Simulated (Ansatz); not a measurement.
# CdC2 (built on the sites of a database entry of MgC2): a soft mode frozen in, part 3 of 3

Aim: this structure of CdC2 (built on the sites of a database entry of MgC2) is to be tested for unstable modes, and one is followed downhill.

Ansatz 0.2.0; DFT PBE, scalar-relativistic, plane waves, norm-conserving pseudopotentials.

So far. Step 5 (Energy along the mode, all amplitudes (two of the runs …): The lowest of the steps tried is at 0.22 Å, 1.35 meV/atom below the parent; the bottom of the well need not coincide with a step. Step 7 (The new phase in its own primitive cell): The largest force component left is 0.13 meV/Å and the pressure is -0.001 GPa, within the tolerances set. The cell now holds 15.50 Å³/atom. The relaxed cell has a, b, c = 5.917, 5.586, 5.626 Å (conventional setting).

The structure was built from a prototype and need not be the compound's stable phase.

## 8. Modes of the new phase, k-mesh 4×6×6

A relaxed structure may still be a saddle point, so its zone-centre modes are computed. The response to a homogeneous field gives the Born charges and the dielectric tensor.

File input.yaml:

```yaml
crystal:
  lattice:
    - [5.9172779579, 0.0, 0.0]
    - [0.0, 2.7931514496, 2.8132152488]
    - [0.0, -2.7931514496, 2.8132152488]
  atoms:
    - { symbol: Cd, position: [0.0, 0.5218956854, 0.5218956854] }
    - { symbol: Cd, position: [0.5, 0.9884757214, 0.9884757214] }
    - { symbol: C, position: [0.0, 0.8557746191, 0.0801454211] }
    - { symbol: C, position: [0.5, 0.5991270858, 0.5991270858] }
    - { symbol: C, position: [0.0, 0.0801454211, 0.8557746191] }
    - { symbol: C, position: [0.5, 0.3766345179, 0.3766345179] }
kpoints:
  mp_grid: { grid: [4, 6, 6] }
hamiltonian:
  xc: pbe
  pseudopotentials: { kind: nc }
scf:
  occupations: { method: fixed }
output:
  eigenvalues: true
phonons:
  method: dfpt
  dielectric: true
  rigid_motions: translations
```

On the command line:

```
$ ansatz run input.yaml --threads 8 --pin off --max-ram 14336MiB --backend cpu --events-out ev --progress --plain --runs-dir out
```

Numbers of over 12 decimals in the logs are rounded to 6 here.

What it wrote:

```text
[...]
Crystal: 6 atoms, lattice volume = 92.993 Å³
Basis set: ecut = 1115.666836 eV, 7825 PW (Γ), exchange–correlation on 144×90×90 points (8 copies of the dense FFT grid, shifted against one another)
Bands: 34, of which v1, the nominal top of the filled ones, is band 28 counted from 1 (27 counted from 0)
Symmetry: 4 space group operations
k-points: 76 of 144 (irreducible under 1 space group operation, time reversal used)
[...]
SCF iter   1: F=—  HF=-10187.772343 eV  |F-HF|=—  |Δ(HF+E_count)|=         —  Δρ=9.83e-2  dr2=9.32e0  ethr=3.10e-3  ⟨swp⟩=5.0  Hψ=10097  notcnv=0  defer=274
[...]
SCF iter  11: F=-10184.466273 eV  HF=-10184.466273 eV  |F-HF|=1.64e-11  |Δ(HF+E_count)|=  6.48e-10  Δρ=1.88e-7  dr2=3.94e-11  ethr=1.00e-12  ⟨swp⟩=19.4  Hψ=22519  notcnv=0
SCF 1 converged in 11 iterations: F = -10184.466273 eV  dr2 = 3.94e-11
NSCF: frozen V_eff on 2 k-points
DFPT response loops at Γ: preconditioner auto → Resta (q_TF=auto, 2.507 Å⁻¹)  ε∞=4.3 (no band partly filled); β = 1.00, the filter's whole step (`scf.mixing.beta` (0.50) is not read by the response loops at its default; to damp them type it under 1.00, their step now; it binds the ground state too); Broyden in place of MSR1
── the response to a field inside a basis, on 4×6×6 k-points: an SCF that follows is theirs, and a resumed run solves both again ──
Bands: 29, of which v1, the nominal top of the filled ones, is band 28 counted from 1 (27 counted from 0)
k-points: 24 of 144 (time reversal used)
[...]
Eigensolver: Dense (24 Hₖ)
SCF iter   1: F=—  HF=-10184.402104 eV  |F-HF|=—  |Δ(HF+E_count)|=         —  Δρ=4.82e-4  dr2=2.29e-5  ethr=1.00e-1
[...]
SCF iter   4: F=-10184.402164 eV  HF=-10184.402164 eV  |F-HF|=5.11e-9  |Δ(HF+E_count)|=   9.72e-8  Δρ=4.94e-6  dr2=9.82e-9  ethr=2.67e-10
SCF 1 converged in 4 iterations: F = -10184.402164 eV  dr2 = 9.82e-9
[...]
SCF converged after 11 iterations
Free energy (F): -10184.466273 eV
[...]
Internal energy: -10184.466273 eV  (E = F + TS)
E sigma→0 (E₀):  -10184.466273 eV
Fermi energy:    7.037582 eV
[...]
--- Band table (eV; the first three rows and the last of 76) ---
  k-point 0: bands = [... 24 lower, 4.5562, 5.8066, 5.9210, 5.9788, 10.6484, 11.8240, 12.9383, 13.0168, ... 2 higher]
  k-point 1: bands = [... 24 lower, 4.6510, 5.9300, 6.0078, 6.0738, 10.9132, 11.8741, 12.4368, 12.6412, ... 2 higher]
  k-point 2: bands = [... 24 lower, 4.9877, 5.6793, 6.1092, 6.2546, 11.2884, 11.6982, 11.7700, 12.0027, ... 2 higher]
  k-point 75: bands = [... 24 lower, 4.1939, 4.3568, 6.7045, 6.7660, 11.8556, 11.8671, 11.9165, 12.0983, ... 2 higher]
--- Phonons (Γ-DFPT): 15 representative perturbations + reference, on 76 of 144 k-points (Σ response iterations 51) ---
  k mesh reduced under 1 symmetry operation, with k and −k counted as one. Each operation leaves every solved perturbation unchanged. A smaller set is not considered because the run solves the response to a homogeneous field
  ASR residual: 6.283e-4 → 0.000e0 eV/Å²; symmetrization residual: 2.925e-6 eV/Å²
  ASR residual per site (eV/Å²): 2.07e-4 6.28e-4 7.45e-5 5.87e-5 7.45e-5 1.22e-4
[...]
ε∞ (high-frequency dielectric tensor):
        4.174615     0.000000     0.000000
        0.000000     5.135132     0.000000
        0.000000     0.000000     5.060972
  softest optical mode at Γ: -76.65 cm⁻¹; the repairs (sum rule, projections) moved no ω² at Γ by more than (1.99 cm⁻¹)²
  Born effective charges Z* (e; rows j = field, columns β = displacement):
    site 0:
         2.30186    0.00000   -0.00000
         0.00000    2.14380    0.00000
        -0.00000   -0.00000    2.35056
    site 1:
         2.32173    0.00000   -0.00000
         0.00000    2.62432    0.00000
        -0.00000   -0.00000    2.17810
    site 2:
        -1.15741   -0.00000    0.00000
         0.00000   -1.02631   -0.05045
         0.00000   -0.29672   -1.21978
    site 3:
        -1.21520    0.00000   -0.00000
         0.00000   -1.35928    0.00000
        -0.00000   -0.00000   -1.05348
    site 4:
        -1.15741   -0.00000   -0.00000
         0.00000   -1.02631    0.05045
        -0.00000    0.29672   -1.21978
    site 5:
        -1.09358    0.00000   -0.00000
         0.00000   -1.35622    0.00000
        -0.00000   -0.00000   -1.03563
  Z* charge neutrality: 5.854e-3 e pre-enforcement
  solved inside a basis spanned on kpoints, on 4×6×6 k-points, its susceptibility summed on 6×10×10: ε∞ is read to err by 1.7e-2, Z* by 2.5e-2 e (field_mesh: kpoints solves on kpoints); Z* is corrected for what the basis lacks
  optical modes at Γ without the LO–TO term, one row a degenerate level:
      ω (cm⁻¹)  modes    IR ((D/Å)²/amu)
        -76.65      1             7.9786
        -61.26      1            12.4656
         45.67      1             0.0079
         51.97      1             0.1200
         61.37      1             0.7905
        140.34      1             7.0653
        255.64      1             0.0000
        256.50      1             0.0000
        287.50      1             0.0000
        366.56      1             0.9414
        375.45      1             0.2280
        443.67      1             4.8672
        452.06      1             3.5564
       1928.36      1             0.2991
       1940.46      1             0.0019
  optical modes at Γ + LO–TO along q̂ = [1.0000, 0.0000, 0.0000]:
      ω (cm⁻¹)  modes    IR ((D/Å)²/amu)
        -76.65      1             7.9786
         45.62      1             0.0001
         51.97      1             0.1200
         61.37      1             0.7905
[...]
optical modes at Γ + LO–TO along q̂ = [0.0000, 1.0000, 0.0000]:
      ω (cm⁻¹)  modes    IR ((D/Å)²/amu)
[...]
optical modes at Γ + LO–TO along q̂ = [0.0000, 0.0000, 1.0000]:
      ω (cm⁻¹)  modes    IR ((D/Å)²/amu)
[...]
53.68      1             0.0131
         61.37      1             0.7905
        218.79      1             5.3052
        255.64      1             0.0000
        256.50      1             0.0000
        287.50      1             0.0000
        366.56      1             0.9414
        375.45      1             0.2280
        452.06      1             3.5564
        472.32      1             6.7250
       1928.71      1             0.3082
       1940.46      1             0.0020
```

It took 1.9 min on 8 threads of Intel Xeon 6975P-C (Granite Rapids), shared host; peak memory 4.1 GiB; 15 min of CPU time.

This step gave:

```
sum-rule residual before enforcement                    : 6.28e-4 eV/Å²
miss of the charge sum rule                             : 0.005854 e
estimated error of the dielectric tensor                : 0.01718
estimated error of the Born charges                     : 0.02473 e
point group                                             : mm2
highest optical mode at the zone centre (no LO-TO term) : 1940 cm⁻¹
lowest optical zone-centre mode                         : -76.65 cm⁻¹
mean high-frequency dielectric constant                 : 4.790
largest Born charge (third of the trace)                : 2.375 e
top of the zone-centre spectrum with the field          : 1940 cm⁻¹
```

Without the LO-TO term. Patterns of degenerate modes are one choice out of their space. The modes at Γ (shares of kinetic energy by element, %) (negative means imaginary):

```csv
mode,frequency (cm⁻¹),symmetry,Cd %,C %
1,-76.7,B2,36,64
2,-61.3,B1,18,82
3,0.0,acoustic,82,18
4,0.0,acoustic,82,18
5,0.0,acoustic,82,18
6,45.7,B1,98,2
7,52.0,A1,90,10
8,61.4,B2,64,36
9,140.3,A1,11,89
10,255.6,B1,0,100
11,256.5,A2,0,100
12,287.5,B1,2,98
13,366.6,B2,3,97
14,375.4,B2,1,99
15,443.7,A1,17,83
16,452.1,B2,13,87
17,1928.4,A1,0,100
18,1940.5,A1,0,100
```

Displacements in mode 1 (-76.7 cm⁻¹), the largest set to 1:
```
Cd1  0.00 -0.10  0.00
Cd2  0.00  0.34  0.00
C3   0.00 -0.12  0.00
C4   0.00 -1.00  0.00
C5   0.00 -0.12  0.00
C6   0.00 -1.00  0.00
```

Displacements in mode 8 (61.4 cm⁻¹), the largest set to 1:
```
Cd1  0.00  0.54  0.00
Cd2  0.00 -0.43  0.00
C3   0.00  0.50  0.00
C4   0.00 -0.99  0.00
C5   0.00  0.50  0.00
C6   0.00 -1.00  0.00
```

Optical modes at the zone centre, without and with the macroscopic field of the longitudinal modes; each column is sorted by frequency, so a row need not hold one and the same mode. Modes with and without the field, by row:

```csv
rank among optical modes,no field (cm⁻¹),"q along (1, 0, 0) (cm⁻¹)","q along (0, 1, 0) (cm⁻¹)","q along (0, 0, 1) (cm⁻¹)"
1,-76.7,-76.7,-61.3,-76.7
2,-61.3,45.6,45.7,-61.3
3,45.7,52,51.2,45.7
4,52,61.4,52,53.7
5,61.4,140.3,140.3,61.4
6,140.3,254.5,172.1,218.8
7,255.6,255.7,255.6,255.6
8,256.5,256.5,256.5,256.5
9,287.5,287.5,287.5,287.5
10,366.6,366.6,371,366.6
11,375.4,375.4,378.1,375.4
12,443.7,443.7,443.7,452.1
13,452.1,452.1,474.3,472.3
14,1928,1928,1928,1929
15,1940,1940,1940,1940
```

Born charge (rows field, columns displacement) (e), principal values of the symmetric part by kind of site:

```csv
atom,atoms with these values,low,middle,high,mean
Cd1,1,2.14,2.30,2.35,2.27
Cd2,1,2.18,2.32,2.62,2.37
C3,2,-1.32,-1.16,-0.92,-1.13
C4,1,-1.36,-1.22,-1.05,-1.21
C6,1,-1.36,-1.09,-1.04,-1.16
```

In full for C6:

```
-1.09  0.00  0.00
 0.00 -1.36  0.00
 0.00  0.00 -1.04
```

High-frequency dielectric tensor:

```
4.17 0.00 0.00
0.00 5.14 0.00
0.00 0.00 5.06
```

Transverse modes; imaginary modes are left out. Lines of the infrared spectrum (strongest = 100):

```csv
position (cm⁻¹),lines merged,relative intensity
46,1,0.1
52,1,1.7
61,1,11
140,1,100
256,2,0.0
288,1,0.0
367,1,13
376,1,3.2
444,1,69
452,1,50
1928,1,4.2
1940,1,0.0
```

Before it was imposed, the acoustic sum rule was missed by 6.3e-4 eV/Å² and the charge sum rule by 0.0059 e. Small misses are needed for a sound result but don't prove that mesh and cutoff are converged. The lowest optical mode is imaginary, 76.7i cm⁻¹, so the energy falls along it.

## 9. Summary of results

| Quantity | Value |
| --- | --- |
| unstable mode of the parent | q = (0, 0, 0), 80i cm⁻¹ |
| depth at the lowest point sampled | 1.35 meV/atom |
| largest atomic shift at that point | 0.22 Å |
| space group reached (within 0.01 Å) | Amm2 |
| energy gained over the parent (first relaxation, on the mesh of the frozen mode) | 2.12 meV/atom |
| volume per atom, phase reached | 15.5 Å³ |
| gap on the k-mesh, phase reached | 3.23 eV |
| lowest optical zone-centre mode, phase reached | -76.7 cm⁻¹ |
| highest optical mode at the zone centre (no LO-TO term), phase reached | 1940 cm⁻¹ |

Along this mode the structure falls into Amm2, 2.12 meV/atom below the parent. At the parent's cell the well is 1.349 meV/atom deep on the steps tried, with its lowest point at a shift of 0.22 Å. Relaxing atoms and cell changes the gain by +0.77 meV/atom against the lowest step (energies at zero smearing). The new phase still has an imaginary mode at the zone centre of its cell, so it is a saddle point on the way to a lower structure. Of the 4 patterns followed to their end from this parent, this one ends 1.82 meV/atom above the lowest, Pmn2_1. Each path keeps the symmetry of its pattern, so a lower phase may lie along a pattern not tried. The q mesh stands for a supercell only 7.9 Å across, so branches between the solved wavevectors are rough. The program warns that the interpolation holds no quadrupole term, so branches close to Γ can be off in this crystal. The starting cell was built on a prototype and not taken from a measurement, so the phase need not exist.

[Logs are printed without paths, hosts, clocks, repeated set-up lines and the standing remarks that a program may print on its own settings, such as how far it seeks lower states.]

[Hosts, paths, dates, database ids (printed as entryN), source tags and the programs' standing remarks are cut or masked in the printed files.]
